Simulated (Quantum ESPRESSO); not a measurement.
# YSi2Ir2: parallel and opposed starts

A self-consistent run ends on one state, which hangs on the start. Several orders of YSi2Ir2 are started in Quantum ESPRESSO and their energies compared.

Method: LDA; plane waves with GBRV 1.5 LDA potentials, no spin-orbit coupling, in Quantum ESPRESSO 7.5.

Report form: the programs' logs are mostly left out.

The database entry behind the starting cell differs from later determinations by our own check (c about 0.9 % long), so it need not match the best structure at ambient conditions.

**1. The starting structure**

Symmetry: I4/mmm, No. 139, tetragonal system. Conventional cell: a = 4.050 Å, b = 4.050 Å, c = 9.905 Å, α = 90.00°, β = 90.00°, γ = 90.00°. Nearest to Y lie 10 Si at 3.12 to 3.71 Å and 8 Ir at 3.20 Å. Nearest to Si lie 4 Ir at 2.37 Å and 1 Si at 2.48 Å and 5 Y at 3.12 to 3.71 Å. Nearest to Ir lie 4 Si at 2.37 Å and 4 Ir at 2.86 Å and 4 Y at 3.20 Å. Farther neighbours are not listed.

The cell comes from the Crystallography Open Database.

**2. Run 1, typed as ferro ++**

The signs are those of the starting moments on the seeded atoms, the atoms that are given a moment.

pw.in

```
&CONTROL
  calculation = 'scf'
  prefix = 'pwscf'
  outdir = './tmp'
  pseudo_dir = './pseudo'
  disk_io = 'nowf'
/
&SYSTEM
  ibrav = 0
  nat = 5
  ntyp = 3
  ecutwfc = 40
  ecutrho = 280
  nbnd = 35
  occupations = 'smearing'
  smearing = 'fd'
  degauss = 0.00734986
  nspin = 2
  starting_magnetization(1) = 0
  starting_magnetization(2) = 0
  starting_magnetization(3) = 0.0667
/
&ELECTRONS
  conv_thr = 1d-08
  electron_maxstep = 150
  mixing_beta = 0.3
/
ATOMIC_SPECIES
Y      88.9058 y_lda_v1.4.uspp.F.UPF
Si     28.0850 si_lda_v1.uspp.F.UPF
Ir    192.2170 ir_lda_v1.2.uspp.F.UPF
CELL_PARAMETERS angstrom
  -2.0250000000    2.0250000000    4.9525000000
   2.0250000000   -2.0250000000    4.9525000000
   2.0250000000    2.0250000000   -4.9525000000
ATOMIC_POSITIONS crystal
Y       0.0000000000    0.0000000000    0.0000000000
Si      0.3750000000    0.3750000000    0.0000000000
Si      0.6250000000    0.6250000000    0.0000000000
Ir      0.7500000000    0.2500000000    0.5000000000
Ir      0.2500000000    0.7500000000    0.5000000000
K_POINTS automatic
10 10 10 0 0 0
```

The run is started by

```console
OMP_NUM_THREADS=1 mpirun -n 4 pw.x -nk 4 -in pw.in > pw.out
```

It took 2.3 min on 4 MPI ranks of Arm Neoverse V2, shared host; peak memory 0.88 GiB.

The spin moment in the atom's sphere vanishes on all atoms.

This step gave:

```yaml
smearing_term_ts: 0.05385 eV
magnetization: 0 μB
absolute_magnetization: 0 μB
final_state: non-magnetic
```

**3. Run 2 (antiferro q=(0,0,1/2) +−−+)**

The cell is doubled to 10 atoms to hold this order. The wavevector q is in fractions of the reciprocal vectors of the crystal's primitive cell, as the cells of these inputs are built from it; moments change sign between cells as cos(2π q·R).

pw.in

```
&CONTROL
  calculation = 'scf'
  prefix = 'pwscf'
  outdir = './tmp'
  pseudo_dir = './pseudo'
  disk_io = 'nowf'
/
&SYSTEM
  ibrav = 0
  nat = 10
  ntyp = 4
  ecutwfc = 40
  ecutrho = 280
  nbnd = 63
  occupations = 'smearing'
  smearing = 'fd'
  degauss = 0.00734986
  nspin = 2
  starting_magnetization(1) = 0
  starting_magnetization(2) = 0
  starting_magnetization(3) = 0.0667
  starting_magnetization(4) = -0.0667
/
&ELECTRONS
  conv_thr = 2d-08
  electron_maxstep = 150
  mixing_beta = 0.3
/
ATOMIC_SPECIES
Y      88.9058 y_lda_v1.4.uspp.F.UPF
Si     28.0850 si_lda_v1.uspp.F.UPF
Ir1   192.2170 ir_lda_v1.2.uspp.F.UPF
Ir2   192.2170 ir_lda_v1.2.uspp.F.UPF
CELL_PARAMETERS angstrom
  -2.0250000000    2.0250000000    4.9525000000
   2.0250000000   -2.0250000000    4.9525000000
   4.0500000000    4.0500000000   -9.9050000000
ATOMIC_POSITIONS crystal
Y       0.0000000000    0.0000000000    0.0000000000
Y       0.0000000000    0.0000000000    0.5000000000
Si      0.3750000000    0.3750000000    0.0000000000
Si      0.3750000000    0.3750000000    0.5000000000
Si      0.6250000000    0.6250000000    0.0000000000
Si      0.6250000000    0.6250000000    0.5000000000
Ir1     0.7500000000    0.2500000000    0.2500000000
Ir2     0.7500000000    0.2500000000    0.7500000000
Ir2     0.2500000000    0.7500000000    0.2500000000
Ir1     0.2500000000    0.7500000000    0.7500000000
K_POINTS automatic
10 10 5 0 0 0
```

Elapsed: 11 min, on 4 MPI ranks; peak memory 1.7 GiB.

The spin moment in the atom's sphere vanishes on all atoms.

Read from the output:

```
smearing term TS       : 0.1077 eV
magnetization          : 0 μB
absolute magnetization : 0 μB
final state            : non-magnetic
```

**4. Run 3, typed as antiferro q=(1/2,1/2,1/2) +−−+**

The cell is doubled to 10 atoms to hold this order.

pw.in

```
&CONTROL
  calculation = 'scf'
  prefix = 'pwscf'
  outdir = './tmp'
  pseudo_dir = './pseudo'
  disk_io = 'nowf'
/
&SYSTEM
  ibrav = 0
  nat = 10
  ntyp = 4
  ecutwfc = 40
  ecutrho = 280
  nbnd = 63
  occupations = 'smearing'
  smearing = 'fd'
  degauss = 0.00734986
  nspin = 2
  starting_magnetization(1) = 0
  starting_magnetization(2) = 0
  starting_magnetization(3) = 0.0667
  starting_magnetization(4) = -0.0667
/
&ELECTRONS
  conv_thr = 2d-08
  electron_maxstep = 150
  mixing_beta = 0.3
/
ATOMIC_SPECIES
Y      88.9058 y_lda_v1.4.uspp.F.UPF
Si     28.0850 si_lda_v1.uspp.F.UPF
Ir1   192.2170 ir_lda_v1.2.uspp.F.UPF
Ir2   192.2170 ir_lda_v1.2.uspp.F.UPF
CELL_PARAMETERS angstrom
  -4.0500000000    4.0500000000    9.9050000000
   0.0000000000    0.0000000000    9.9050000000
   0.0000000000    4.0500000000    0.0000000000
ATOMIC_POSITIONS crystal
Y       0.0000000000    0.0000000000    0.0000000000
Y       0.5000000000    0.0000000000    0.0000000000
Si      0.0000000000    0.3750000000    0.0000000000
Si      0.5000000000    0.3750000000    0.0000000000
Si      0.0000000000    0.6250000000    0.0000000000
Si      0.5000000000    0.6250000000    0.0000000000
Ir1     0.0000000000    0.2500000000    0.5000000000
Ir2     0.5000000000    0.2500000000    0.5000000000
Ir2     0.5000000000    0.7500000000    0.5000000000
Ir1     0.0000000000    0.7500000000    0.5000000000
K_POINTS automatic
5 10 10 0 0 0
```

It took 8.2 min on 4 MPI ranks; peak memory 1.6 GiB.

The spin moment in the atom's sphere vanishes on all atoms.

This step gave:

```yaml
smearing_term_ts: 0.1077 eV
magnetization: 0 μB
absolute_magnetization: 0 μB
final_state: non-magnetic
```

**5. Run 4 (no spin polarisation)**

pw.in

```
&CONTROL
  calculation = 'scf'
  prefix = 'pwscf'
  outdir = './tmp'
  pseudo_dir = './pseudo'
  disk_io = 'nowf'
/
&SYSTEM
  ibrav = 0
  nat = 5
  ntyp = 3
  ecutwfc = 40
  ecutrho = 280
  nbnd = 34
  occupations = 'smearing'
  smearing = 'fd'
  degauss = 0.00734986
/
&ELECTRONS
  conv_thr = 1d-08
  electron_maxstep = 150
  mixing_beta = 0.3
/
ATOMIC_SPECIES
Y      88.9058 y_lda_v1.4.uspp.F.UPF
Si     28.0850 si_lda_v1.uspp.F.UPF
Ir    192.2170 ir_lda_v1.2.uspp.F.UPF
CELL_PARAMETERS angstrom
  -2.0250000000    2.0250000000    4.9525000000
   2.0250000000   -2.0250000000    4.9525000000
   2.0250000000    2.0250000000   -4.9525000000
ATOMIC_POSITIONS crystal
Y       0.0000000000    0.0000000000    0.0000000000
Si      0.3750000000    0.3750000000    0.0000000000
Si      0.6250000000    0.6250000000    0.0000000000
Ir      0.7500000000    0.2500000000    0.5000000000
Ir      0.2500000000    0.7500000000    0.5000000000
K_POINTS automatic
10 10 10 0 0 0
```

Wall time 65 s (4 MPI ranks); peak memory 0.54 GiB.

This step gave:

```
smearing term TS : 0.05385 eV
final state      : non-magnetic (no spin polarisation)
```

**6. The states side by side**

An order is kept where moments of 0.15 μB or more survive with the typed signs; meshes match where a doubled cell samples the same k points as the first cell.

Orders:

| start | final state | typed order kept | energy over the lowest (meV a seeded atom) | largest site moment (μB) | net moment (μB a cell of the first run) | mesh matched | CPU time (s) |
| --- | --- | --- | --- | --- | --- | --- | --- |
| ferro ++ | non-magnetic | no | 0.007635 | 0 | 0 | yes | 555.2 |
| antiferro q=(0,0,1/2) +--+ | non-magnetic | no | 0.007615 | 0 | 0 | yes | 2662 |
| antiferro q=(1/2,1/2,1/2) +--+ | non-magnetic | no | 0 | 0 | 0 | yes | 1959 |
| no spin polarisation | non-magnetic | - | 0.007633 | 0 | 0 | yes | 260.2 |

**7. Outcome**

```json
{"lowest state found": "non-magnetic (from ferro ++, antiferro q=(0,0,1/2) +--+, antiferro q=(1/2,1/2,1/2) +--+ and no spin polarisation)", "largest site moment": "0 μB"}
```

The lowest state carries no moment, and no start kept one. Only these 4 starts were compared; other wavevectors, canted and longer-period orders were not. Energies are free energies at an electronic temperature of 1160 K, which lowers moments and differences where the moments are itinerant.

[Logs and program files are shortened in this print: banners, set-up blocks, solver, clock and traceback lines can be left out without a mark of their own.]

[Logs are printed without paths, hosts, clocks, repeated set-up lines and the standing remarks that a program may print on its own settings, such as how far it seeks lower states.]

[Hosts, paths, dates, database ids (printed as entryN), source tags and the programs' standing remarks are cut or masked in the printed files.]

[Where a cell is said to come from a database of computed structures, the database is the Materials Project.]
